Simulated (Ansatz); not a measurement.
# Sb (R-3m, 2 atoms in the cell) under uniaxial strain along c

Aim: how do the optical modes of Sb (R-3m, 2 atoms in the cell) shift and split under this strain?

Program: Ansatz 0.2.0. Level of theory: DFT PBEsol, scalar-relativistic, plane waves, PAW; PAW set soft_1. Results are calculated unless marked as measured.

**1. The structure**

The structure is trigonal, space group R-3m (No. 166). Conventional cell: a = 4.308 Å, b = 4.308 Å, c = 11.274 Å, α = 90.00°, β = 90.00°, γ = 120.00°. Sb has 3 Sb at 2.91 Å nearest.

Coordinates:

```cif
data_structure
_symmetry_space_group_name_H-M 'P 1'
_symmetry_Int_Tables_number 1
_cell_length_a 4.5067
_cell_length_b 4.5067
_cell_length_c 4.5067
_cell_angle_alpha 57.110
_cell_angle_beta 57.110
_cell_angle_gamma 57.110
_cell_volume 60.41
loop_
_atom_site_label
_atom_site_type_symbol
_atom_site_fract_x
_atom_site_fract_y
_atom_site_fract_z
_atom_site_occupancy
Sb1 Sb 0.23349 0.23349 0.23349 1
Sb2 Sb 0.76651 0.76651 0.76651 1
```

**2. Relaxation**

Harmonic phonons are second derivatives at a point where the forces vanish, and they are wanted at zero stress, so atoms and cell are relaxed first.

The input, input.yaml:

```yaml
crystal:
  lattice:
    - [2.1542, 1.2437279499, 3.758]
    - [-2.1542, 1.2437279499, 3.758]
    - [0.0, -2.4874558998, 3.758]
  atoms:
    - { symbol: Sb, position: [0.23349, 0.23349, 0.23349] }
    - { symbol: Sb, position: [0.76651, 0.76651, 0.76651] }
kpoints:
  mp_grid: { grid: [12, 12, 12] }
hamiltonian:
  xc: pbesol
  pseudopotentials: { kind: paw, azcp: { folder: soft_1 }, xc_functional: pbe }
scf:
  occupations: { method: gaussian, width: 0.1 }
output:
  forces: true
  stress: true
  eigenvalues: true
  write_density: true
  write_potential: true
  elf: true
  volumetric_format: npy
relax:
  adjacent_minimum: "off"
  f_tol: 0.005
  max_steps: 80
  cell: { stress_tol: 0.05 }
```

On the command line:

```bash
$ ansatz run input.yaml --threads 4 --pin off --max-ram 10240MiB --backend cpu --events-out ev --progress --plain --runs-dir out
```

Numbers of over 12 decimals in the logs are rounded to 6 here.

Log:

```text
Engine: ansatz 0.2.0, x86_64-unknown-linux-gnu
Pseudopotentials: kind: paw
Pseudopotential: Sb, paw, valence charge 15, recommended cutoff 420 eV (normal), soft_1/Sb.paw.azcp
Functional definition: PBEsol
  exchange = pbesol_x
  correlation = pbesol_c
Crystal: 2 atoms, lattice volume = 60.411 Å³
Basis set: ecut = 420 eV, 1195 PW (Γ), exchange–correlation on 64×64×64 points (8 copies of the dense FFT grid, shifted against one another)
Bands: 19, of which v1, the nominal top of the filled ones, is band 15 counted from 1 (14 counted from 0)
Symmetry: 12 space group operations
Space group: R-3m (ITA 166), of the structure as read, at distance tolerance 3.9e-5 Å
k-points: 189 of 1728
Non-local potential: Sb, projectors of the file, l = 0: 2, l = 1: 2, l = 2: 2, l = 3: 1
PAW form: soft (Blöchl's): semilocal exchange-correlation on the pseudo side does not see the compensation charge
PAW frozen core: Sb, regenerated for the run's functional, and the local potential with it (the file was generated under x = pbe(κ = 0.804, μ = 0.219515), c = pbe(β = 0.066725))
PAW one-centre angular grid: Sb, 590 points (default); XC on 64 Gauss nodes
Initial density: superposition of atomic densities (chi_scale 0.1, normalization cell)
Initial wavefunctions: pseudopotential atomic-orbital guess
Functional: x = pbesol(κ = 0.804, μ = 0.123457), c = pbesol(β = 0.046)
SCF iter   1: F=—  HF=-12816.335715 eV  |F-HF|=—  |Δ(HF+E_count)|=         —  Δρ=1.51e-2  dr2=1.03e-1  ethr=3.10e-3  ⟨swp⟩=6.1  Hψ=19271  notcnv=0
preconditioner: auto → none  [insulator: Δε(μ)=0.148 eV  Ē_g=8.673 eV  σ=0.100 eV  W_gap=0.65  n_scr=14 (ndim 8)  ℏωp=15.1 eV  f_vac=0.000  D(μ)=0.11/eV (n_scr^D=0)  ε∞_Penn≈4.0]
SCF iter   2: F=—  HF=-12816.323953 eV  |F-HF|=—  |Δ(HF+E_count)|=   1.18e-2  Δρ=7.23e-3  dr2=2.29e-2  ethr=3.45e-4  ⟨swp⟩=1.1  Hψ=5135  notcnv=0
SCF iter   3: F=—  HF=-12816.322806 eV  |F-HF|=—  |Δ(HF+E_count)|=   1.15e-3  Δρ=6.18e-4  dr2=2.87e-4  ethr=7.63e-5  ⟨swp⟩=2.0  Hψ=5905  notcnv=0
SCF iter   4: F=—  HF=-12816.322729 eV  |F-HF|=—  |Δ(HF+E_count)|=   7.65e-5  Δρ=2.94e-4  dr2=5.48e-5  ethr=9.57e-7  ⟨swp⟩=2.0  Hψ=6429  notcnv=0
SCF iter   5: F=—  HF=-12816.322716 eV  |F-HF|=—  |Δ(HF+E_count)|=   1.31e-5  Δρ=9.37e-5  dr2=6.50e-6  ethr=1.83e-7  ⟨swp⟩=2.3  Hψ=6481  notcnv=0
SCF iter   6: F=—  HF=-12816.322715 eV  |F-HF|=—  |Δ(HF+E_count)|=   1.72e-6  Δρ=1.73e-5  dr2=2.06e-7  ethr=2.17e-8  ⟨swp⟩=3.0  Hψ=6426  notcnv=0
SCF iter   7: F=-12816.322715 eV  HF=-12816.322715 eV  |F-HF|=2.83e-9  |Δ(HF+E_count)|=   5.72e-8  Δρ=2.31e-6  dr2=2.95e-9  ethr=3.33e-10  ⟨swp⟩=10.2  Hψ=28072  notcnv=0
SCF 1 converged in 7 iterations: F = -12816.322715 eV  dr2 = 2.95e-9
  greatest PAW one-centre occupation: 0.996 electrons in one spin orbital (limit 2), on the Sb atom at site 1 (counted from 0), in its partial waves of l = 2
relax step   1: F+E_penalty+E_count = -12816.32271466 eV  Δ(F+E_penalty+E_count) = +0.000e0 eV  max|allowed force component| = 1.395e-1 eV/Å  Δτ_max = 0.0000 Å  P = +0.047 GPa  Ω = 60.411 Å³  (7 SCF iters, dr2 threshold 1.00e-7 eV, accepted)
Crystal: 2 atoms, lattice volume = 60.150 Å³
Basis set: ecut = 420 eV, 1171 PW (Γ), exchange–correlation on 64×64×64 points (8 copies of the dense FFT grid, shifted against one another)
Initial density: handed on by an earlier stage of this run
Initial wavefunctions: those handed on with the density
iter 1 solved again at ethr=2.30e-6 eV; its pass at ethr=3.10e-3 eV (dr2=6.90e-4 eV) is discarded
SCF iter   1: F=—  HF=-12816.326015 eV  |F-HF|=—  |Δ(HF+E_count)|=         —  Δρ=1.14e-3  dr2=6.91e-4  ethr=2.30e-6  ⟨swp⟩=3.2  Hψ=24106  notcnv=0
preconditioner: auto → none  [insulator: Δε(μ)=0.132 eV  Ē_g=8.643 eV  σ=0.100 eV  W_gap=0.64  n_scr=14 (ndim 8)  ℏωp=15.1 eV  f_vac=0.001  D(μ)=0.16/eV (n_scr^D=0)  ε∞_Penn≈4.1]
SCF iter   2: F=—  HF=-12816.325852 eV  |F-HF|=—  |Δ(HF+E_count)|=   1.62e-4  Δρ=5.28e-4  dr2=8.79e-5  ethr=2.30e-6  ⟨swp⟩=2.7  Hψ=6252  notcnv=0
SCF iter   3: F=—  HF=-12816.325846 eV  |F-HF|=—  |Δ(HF+E_count)|=   6.39e-6  Δρ=1.63e-4  dr2=9.45e-6  ethr=2.93e-7  ⟨swp⟩=2.2  Hψ=4215  notcnv=0
iter 4 did not close the SCF: its close was put off for the readings that it lacked (scf_convergence_deferred on its scf_iter line)
SCF iter   4: F=-12816.325846 eV  HF=-12816.325846 eV  |F-HF|=6.82e-9  |Δ(HF+E_count)|=   3.62e-7  Δρ=2.64e-5  dr2=1.75e-7  ethr=3.15e-8  ⟨swp⟩=3.0  Hψ=6471  notcnv=0
iter 5 did not close the SCF: its close was put off for the readings that it lacked (scf_convergence_deferred on its scf_iter line)
SCF iter   5: F=-12816.325846 eV  HF=-12816.325846 eV  |F-HF|=9.24e-10  |Δ(HF+E_count)|=   2.44e-8  Δρ=4.39e-6  dr2=6.59e-9  ethr=5.84e-10  ⟨swp⟩=2.1  Hψ=6442  notcnv=0
SCF iter   6: F=-12816.325846 eV  HF=-12816.325846 eV  |F-HF|=0.00e0  |Δ(HF+E_count)|=  3.27e-11  Δρ=2.91e-7  dr2=3.07e-11  ethr=2.20e-11  ⟨swp⟩=6.0  Hψ=20977  notcnv=0
SCF 2 converged in 6 iterations: F = -12816.325846 eV  dr2 = 3.07e-11
relax step   2: F+E_penalty+E_count = -12816.32584567 eV  Δ(F+E_penalty+E_count) = -3.131e-3 eV  max|allowed force component| = 6.028e-2 eV/Å  Δτ_max = 0.0247 Å  P = -0.387 GPa  Ω = 60.150 Å³  energy of the carried Pulay correction = +2.767e-5 eV  (6 SCF iters, dr2 threshold 2.00e-7 eV, accepted)
Crystal: 2 atoms, lattice volume = 59.758 Å³
Basis set: ecut = 420 eV, 1183 PW (Γ), exchange–correlation on 64×64×64 points (8 copies of the dense FFT grid, shifted against one another)
iter 1 solved again at ethr=1.49e-7 eV; its pass at ethr=3.10e-3 eV (dr2=4.48e-5 eV) is discarded
SCF iter   1: F=—  HF=-12816.327355 eV  |F-HF|=—  |Δ(HF+E_count)|=         —  Δρ=2.52e-4  dr2=3.85e-5  ethr=1.49e-7  ⟨swp⟩=3.0  Hψ=24600  notcnv=0
preconditioner: auto → none  [insulator: Δε(μ)=0.128 eV  Ē_g=8.679 eV  σ=0.100 eV  W_gap=0.55  n_scr=14 (ndim 8)  ℏωp=15.2 eV  f_vac=0.000  D(μ)=0.12/eV (n_scr^D=0)  ε∞_Penn≈4.1]
SCF iter   2: F=—  HF=-12816.327351 eV  |F-HF|=—  |Δ(HF+E_count)|=   3.54e-6  Δρ=1.26e-4  dr2=6.92e-6  ethr=1.28e-7  ⟨swp⟩=1.5  Hψ=3737  notcnv=0
SCF iter   3: F=—  HF=-12816.327352 eV  |F-HF|=—  |Δ(HF+E_count)|=   7.89e-7  Δρ=2.81e-5  dr2=4.86e-7  ethr=2.31e-8  ⟨swp⟩=2.0  Hψ=6342  notcnv=0
iter 4 did not close the SCF: its close was put off for the readings that it lacked (scf_convergence_deferred on its scf_iter line)
SCF iter   4: F=-12816.327352 eV  HF=-12816.327352 eV  |F-HF|=2.75e-9  |Δ(HF+E_count)|=   7.73e-8  Δρ=7.52e-6  dr2=1.77e-8  ethr=1.62e-9  ⟨swp⟩=3.0  Hψ=6514  notcnv=0
iter 5 did not close the SCF: its close was put off for the readings that it lacked (scf_convergence_deferred on its scf_iter line)
SCF iter   5: F=-12816.327352 eV  HF=-12816.327352 eV  |F-HF|=7.71e-10  |Δ(HF+E_count)|=   5.15e-9  Δρ=1.17e-6  dr2=9.72e-10  ethr=5.88e-11  ⟨swp⟩=2.4  Hψ=5230  notcnv=0
SCF iter   6: F=-12816.327352 eV  HF=-12816.327352 eV  |F-HF|=2.36e-11  |Δ(HF+E_count)|=  3.58e-10  Δρ=2.62e-7  dr2=5.19e-11  ethr=3.24e-12  ⟨swp⟩=5.0  Hψ=20340  notcnv=0
SCF 3 converged in 6 iterations: F = -12816.327352 eV  dr2 = 5.19e-11
relax step   3: F+E_penalty+E_count = -12816.32735210 eV  Δ(F+E_penalty+E_count) = -1.506e-3 eV  max|allowed force component| = 1.226e-2 eV/Å  Δτ_max = 0.0002 Å  P = -0.065 GPa  Ω = 59.758 Å³  energy of the carried Pulay correction = +6.929e-5 eV  (6 SCF iters, dr2 threshold 2.00e-7 eV, accepted)
[...]
relax step   4: F+E_penalty+E_count = -12816.32747701 eV  Δ(F+E_penalty+E_count) = -1.249e-4 eV  max|allowed force component| = 8.023e-4 eV/Å  Δτ_max = 0.0003 Å  P = +0.002 GPa  Ω = 59.652 Å³  energy of the carried Pulay correction = +8.053e-5 eV  (4 SCF iters, dr2 threshold 8.41e-8 eV, accepted)
Basis set: ecut = 420 eV, 1183 PW (Γ), exchange–correlation on 60×60×60 points (8 copies of the dense FFT grid, shifted against one another)
Initial wavefunctions: pseudopotential atomic-orbital guess (no wavefunctions were taken with the density)
iter 1 solved again at ethr=4.44e-7 eV; its pass at ethr=3.10e-3 eV (dr2=1.33e-4 eV) is discarded
SCF iter   1: F=—  HF=-12816.327399 eV  |F-HF|=—  |Δ(HF+E_count)|=         —  Δρ=1.74e-5  dr2=5.87e-8  ethr=4.44e-7  ⟨swp⟩=3.3  Hψ=29030  notcnv=0
eigensolver tolerance schedule: the retry pair's looser diagonalisation over-reported the residual by 2264.97 of it (diagonalisation noise at 0.48 of the residual, at the tolerance the schedule requests for it); recorded, not acted on — ethr = c·dr2/N_el stays at c = 1.0e-1
preconditioner: auto → Kerker (q_TF=auto, 2.433 Å⁻¹)  [metal: Δε(μ)=0.121 eV  Ē_g=8.687 eV  σ=0.100 eV  W_gap=0.50  n_scr=14 (ndim 8)  ℏωp=15.2 eV  f_vac=0.000  D(μ)=0.12/eV (n_scr^D=0)]
SCF iter   2: F=—  HF=-12816.327400 eV  |F-HF|=—  |Δ(HF+E_count)|=   8.14e-7  Δρ=8.49e-6  dr2=9.81e-9  ethr=1.96e-10  ⟨swp⟩=2.9  Hψ=7779  notcnv=0
SCF iter   3: F=—  HF=-12816.327400 eV  |F-HF|=—  |Δ(HF+E_count)|=   1.94e-8  Δρ=2.03e-6  dr2=1.29e-9  ethr=3.27e-11  ⟨swp⟩=2.0  Hψ=6423  notcnv=0
SCF iter   4: F=—  HF=-12816.327400 eV  |F-HF|=—  |Δ(HF+E_count)|=  5.86e-10  Δρ=9.00e-7  dr2=3.89e-10  ethr=4.28e-12  ⟨swp⟩=2.0  Hψ=6431  notcnv=0
SCF iter   5: F=—  HF=-12816.327400 eV  |F-HF|=—  |Δ(HF+E_count)|=  1.75e-10  Δρ=2.38e-7  dr2=4.31e-11  ethr=1.30e-12  ⟨swp⟩=3.0  Hψ=6443  notcnv=0
SCF iter   6: F=-12816.327400 eV  HF=-12816.327400 eV  |F-HF|=0.00e0  |Δ(HF+E_count)|=    0.00e0  Δρ=5.30e-8  dr2=2.93e-12  ethr=1.00e-12  ⟨swp⟩=6.1  Hψ=16802  notcnv=0
SCF 5 converged in 6 iterations: F = -12816.327400 eV  dr2 = 2.93e-12
relax step   5: F+E_penalty+E_count = -12816.32740029 eV  Δ(F+E_penalty+E_count) = +7.672e-5 eV  max|allowed force component| = 8.559e-4 eV/Å  Δτ_max = 0.0000 Å  P = +0.001 GPa  Ω = 59.652 Å³  stress off target by 8.02e-3 GPa  SCF on the basis re-selected at this cell (its energy is not comparable with the rows above)  (6 SCF iters)
basis re-selected at this cell: Δ(F+E_penalty+E_count) = +7.672e-5 eV, ΔP = -0.001 GPa vs the last step (what re-selecting the basis moved, of the pressure what is left beyond the Pulay correction that the steps carried, after the strain that the cell walked since its last selection, with what the two solves' SCF thresholds leave and, on support functions, any second-order correction that the steps lacked; it is no measure of the basis error at this ecutwfc). The dense FFT grid was sized anew with the basis: this SCF ran on 30×30×30 points, the steps before it on 32×32×32, so part of this shift can come from that change (see relax.cell in the input reference). [rest of the remark cut]
SCF converged after 6 iterations
Free energy (F): -12816.327400 eV
Harris-Foulkes:  -12816.327400 eV  (|F-HF|=0.00e0)
Internal energy: -12816.326801 eV  (E = F + TS)
E sigma→0 (E₀):  -12816.327101 eV
Entropy (-TS):   -0.000599 eV (-0.300 meV/atom)
Fermi energy:    10.262900 eV
--- Per-component energies (eV) ---
  E_band       = -329.648467
  E_kinetic    = 326.156758
  E_local      = -3141.007706  (includes V_loc(G=0)·N_el)
  E_nonlocal   = 782.525684
  E_hartree    = 1299.199043
  E_xc         = -196.716144
  E_vxc        = -181.948719  (∫ρ·V_xc dr)
  E_paw        = -8934.982780  (= ΣΔE_a)
  E_vpaw       = -713.772802  (= ΣTr[D̂ρ^β])
  E_aug_tail   = 0.000269  (compensation charges beyond the density's cutoff)
  E_ewald      = -2952.165636
  E_core_change = 0.663710  (= ΣΔE_core)
  E_smearing   = -0.000599  (= −TS)
  E_closure    = -0.000000  (closes the sum)
  Σ components = -12816.327400   (vs F -12816.327400, Δ=0.00e0)
--- Forces (eV/Å), atoms counted from 1 ---
  atom   1  Sb     0.00000000     0.00000000     0.00085590
  atom   2  Sb    -0.00000000    -0.00000000    -0.00085590
  max |Σ_I F_I| component: 1.10e-17 eV/Å
--- Stress (GPa, compression-positive) ---
       -0.002779       0.000000       0.000000
        0.000000      -0.002779       0.000000
        0.000000       0.000000       0.008020
  P = ⅓ Tr σ = 0.0008 GPa (0.008 kbar)
--- Band table (eV; the first three rows and the last of 189) ---
  k-point 0: bands = [... 11 lower, 5.5642, 8.3470, 8.4988, 8.4988, 12.6252, 13.1208, 13.1208, 15.3090]
  k-point 1: bands = [... 11 lower, 5.1918, 8.3704, 8.4892, 8.6735, 12.5380, 12.8939, 12.8981, 14.9950]
  k-point 2: bands = [... 11 lower, 4.3343, 8.3898, 8.4706, 9.0239, 12.1751, 12.3456, 12.3569, 14.8396]
  k-point 188: bands = [... 11 lower, 1.1623, 9.0514, 9.0514, 9.8289, 10.2770, 10.2770, 11.2359, 17.5685]
--- Relaxed structure (4 steps of the walk, 4 accepted, 1 SCFs on fresh bases) ---
  F+E_penalty+E_count = -12816.32740029 eV   max|allowed force component| = 8.559e-4 eV/Å   (the final SCF, on the basis selected at the relaxed cell)
  cell:  # Å, volume = 59.6524 Å³
    - [2.161151, 1.247741, 3.686948]
    - [-2.161151, 1.247741, 3.686948]
    - [0, -2.495482, 3.686948]
  atoms:
    - { symbol: Sb, position: [0.235690, 0.235690, 0.235690] }
    - { symbol: Sb, position: [0.764310, 0.764310, 0.764310] }
```

Run time: 44 s. Hardware: 4 threads of Intel Xeon at 2.50GHz (Skylake/Cascade Lake), shared host; peak memory 0.52 GiB; 1.9 min of CPU time.

Step by step:

```csv
step,energy less that of the first step (eV),largest force component (eV/Å),pressure (GPa),volume (Å³)
1,0.0000,0.1395,0.05,60.41
2,-0.0031,0.0603,-0.39,60.15
3,-0.0046,0.0123,-0.07,59.76
4,-0.0048,0.0008,0.00,59.65
5*,-0.0047,0.0009,0.00,59.65
```

Relaxation steps marked * repeat the geometry before them on a plane-wave basis chosen anew for their cell, so energy and pressure can jump there.

Forces are held to the 12 operations that the run works with; a distortion that breaks them can't arise in this run.

```
conventional cell, symmetrised  before   after  change
                         a (Å)   4.308   4.322  +0.3 %
                         b (Å)   4.308   4.322  +0.3 %
                         c (Å)  11.274  11.061  -1.9 %
              volume (Å³/atom)   30.21   29.83  -1.3 %
```

The atoms that moved most (Å, as changes of fractional coordinates times the final cell):

| atom | dx | dy | dz | length |
| --- | --- | --- | --- | --- |
| Sb1 | 0.000 | 0.000 | 0.024 | 0.024 |
| Sb2 | 0.000 | 0.000 | -0.024 | 0.024 |

Final coordinates:

```
Sb
1.0
     2.16115    1.24774    3.68695
    -2.16115    1.24774    3.68695
     0.00000   -2.49548    3.68695
Sb
2
Direct
  0.23569 0.23569 0.23569
  0.76431 0.76431 0.76431
```

This step gave:

| Item | Value |
| --- | --- |
| pressure | 8.21e-4 GPa |
| volume per atom | 29.83 Å³ |
| gap on the k-mesh | 0 eV |

Valence density in the ac plane of the conventional cell at fractional y = 0.000, with atoms of Sb within 0.2 Å of it. It is the smooth field of the valence electrons, not physical close to the nuclei.

Values in e/Å³, 24 rows by 14 columns, each cell a mean:
```
 0  0  0  0  0  0  0  0  0  0  0  0  0  0
 0  0  0  0  0  0  0  0  0  0  0  0  0  0
 0  0  0  0  0  0  0  0  0  0  0  0  0  0
 1  1  0  0  0  0  0  0  0  0  0  0  0  1
 7  4  1  0  0  0  0  0  0  0  0  1  2  6
14  8  2  1  0  0  0  0  0  0  0  1  5 11
 7  4  1  0  0  0  0  0  0  0  0  1  2  5
 1  1  0  0  0  0  0  0  0  0  0  0  0  1
 0  0  0  0  0  0  0  0  0  0  0  0  0  0
 0  0  0  0  0  0  0  0  0  0  0  0  0  0
 0  0  0  0  0  0  0  0  0  0  0  0  0  0
 0  0  0  0  0  0  0  0  0  0  0  0  0  0
 0  0  0  0  0  0  0  0  0  0  0  0  0  0
 0  0  0  0  0  0  0  0  0  0  0  0  0  0
 0  0  0  0  0  0  0  0  0  0  0  0  0  0
 0  0  0  0  0  0  0  0  0  0  0  0  0  0
 2  1  1  0  0  0  0  0  0  0  0  0  1  2
10  6  2  0  0  0  0  0  0  0  0  1  3  8
13  8  2  1  0  0  0  0  0  0  0  1  4 11
 4  2  1  0  0  0  0  0  0  0  0  1  1  3
 0  0  0  0  0  0  0  0  0  0  0  0  0  0
 0  0  0  0  0  0  0  0  0  0  0  0  0  0
 0  0  0  0  0  0  0  0  0  0  0  0  0  0
 0  0  0  0  0  0  0  0  0  0  0  0  0  0
```
Columns run along a (4.3 Å), rows up along c (11.1 Å), edges of the conventional cell, whose origin can differ from the input's. Atoms in or near the plane, at fractional coordinates: Sb at (0.00, 0.24), Sb at (0.00, 0.76).

Electrostatic potential energy in the ac plane of the conventional cell at fractional y = 0.000, with atoms of Sb within 0.2 Å of it. With pseudopotentials it is smooth inside the atoms' cores, unlike the true potential.

Ten even steps from '0' (-31 eV) to '9' (14 eV), each cell a mean:
```
99999999999999
99999988899999
88999888899998
35789998998864
00268999998410
00158999997300
00268999998510
45789999999864
99999999999999
99999988899999
99999888899999
99999988899999
99999888899999
99999888899999
99999988899999
88999999999988
13589999998742
00168999997300
00158999997300
01478999998620
67899988899876
99999888899999
99999988899999
99999999999999
```
Columns run along a (4.3 Å; values clipped at the 3rd and 97th percentile), rows up along c (11.1 Å), edges of the conventional cell, whose origin can differ from the input's. Atoms in or near the plane, at fractional coordinates: Sb at (0.00, 0.24), Sb at (0.00, 0.76).

ELF in the ac plane of the conventional cell at fractional y = 0.000, with atoms of Sb within 0.2 Å of it. It is the smooth field of the valence electrons, not physical close to the nuclei.

Ten even steps from '0' (0.03) to '9' (0.62), each cell a mean:
```
00013566542100
22235667664322
55566766676655
55677766678765
12577644577631
01467421367520
13576311257642
67875322236777
87544566543567
22224677763222
00135788874200
00136899975200
00136899975200
00135788764210
44334677753234
88754455444678
56775321246765
01566411257631
01467532467520
23578655677643
56677766677765
44456666665544
11124666653211
00013456542100
```
Columns run along a (4.3 Å), rows up along c (11.1 Å), edges of the conventional cell, whose origin can differ from the input's. Atoms in or near the plane, at fractional coordinates: Sb at (0.00, 0.24), Sb at (0.00, 0.76).

In this step the volume went from 30.21 to 29.83 Å³/atom.

**3. Tight relaxation**

Phonons need small forces and stress, so the relaxation is finished with tight tolerances on 12×12×12 k points.

input.yaml, the sections that differ from step 2:

```yaml
crystal:
  lattice:
    - [2.1611505782, 1.2477408681, 3.6869481492]
    - [-2.1611505782, 1.2477408681, 3.6869481492]
    - [0.0, -2.4954817362, 3.6869481492]
  atoms:
    - { symbol: Sb, position: [0.2356897749, 0.2356897749, 0.2356897749] }
    - { symbol: Sb, position: [0.7643102251, 0.7643102251, 0.7643102251] }
scf:
  occupations: { method: methfessel_paxton, width: 0.2 }
output:
  forces: true
  stress: true
  eigenvalues: true
relax:
  adjacent_minimum: "off"
  f_tol: 0.001
  max_steps: 60
  cell: { stress_tol: 0.01 }
# kpoints, hamiltonian: as in step 2
```

Log:

```text
[...]
Crystal: 2 atoms, lattice volume = 59.652 Å³
Basis set: ecut = 420 eV, 1183 PW (Γ), exchange–correlation on 60×60×60 points (8 copies of the dense FFT grid, shifted against one another)
Bands: 19, of which v1, the nominal top of the filled ones, is band 15 counted from 1 (14 counted from 0)
Symmetry: 12 space group operations
[...]
k-points: 189 of 1728
[...]
k-point 188: bands = [... 11 lower, 1.1623, 9.0414, 9.0414, 9.8172, 10.2726, 10.2726, 11.2311, 17.5563]
--- Relaxed structure (3 steps of the walk, 3 accepted, 1 SCFs on fresh bases) ---
[...]
cell:  # Å, volume = 59.6803 Å³
    - [2.161516, 1.247952, 3.687427]
    - [-2.161516, 1.247952, 3.687427]
    - [0, -2.495903, 3.687427]
  atoms:
    - { symbol: Sb, position: [0.235620, 0.235620, 0.235620] }
    - { symbol: Sb, position: [0.764380, 0.764380, 0.764380] }
[key lines of the parts left out:]
SCF converged after 8 iterations
Free energy (F): -12816.326307 eV
Fermi energy:    10.278187 eV
P = ⅓ Tr σ = -0.0010 GPa (-0.010 kbar)
```

Wall time 36 s (4 threads); peak memory 0.52 GiB.

Little changed from the start: no atom moved by 0.005 Å and no cell edge by 0.1 %.

Numbers from this step:

- pressure: -9.86e-4 GPa
- volume per atom: 29.84 Å³

The largest force component left is 0.34 meV/Å and the pressure is -0.001 GPa, within the tolerances set. The cell now holds 29.84 Å³/atom.

(Continued in part 2 of 2.)

[Logs are printed without paths, hosts, clocks, repeated set-up lines and the standing remarks that a program may print on its own settings, such as how far it seeks lower states.]

[Hosts, paths, dates, database ids (printed as entryN), source tags and the programs' standing remarks are cut or masked in the printed files.]
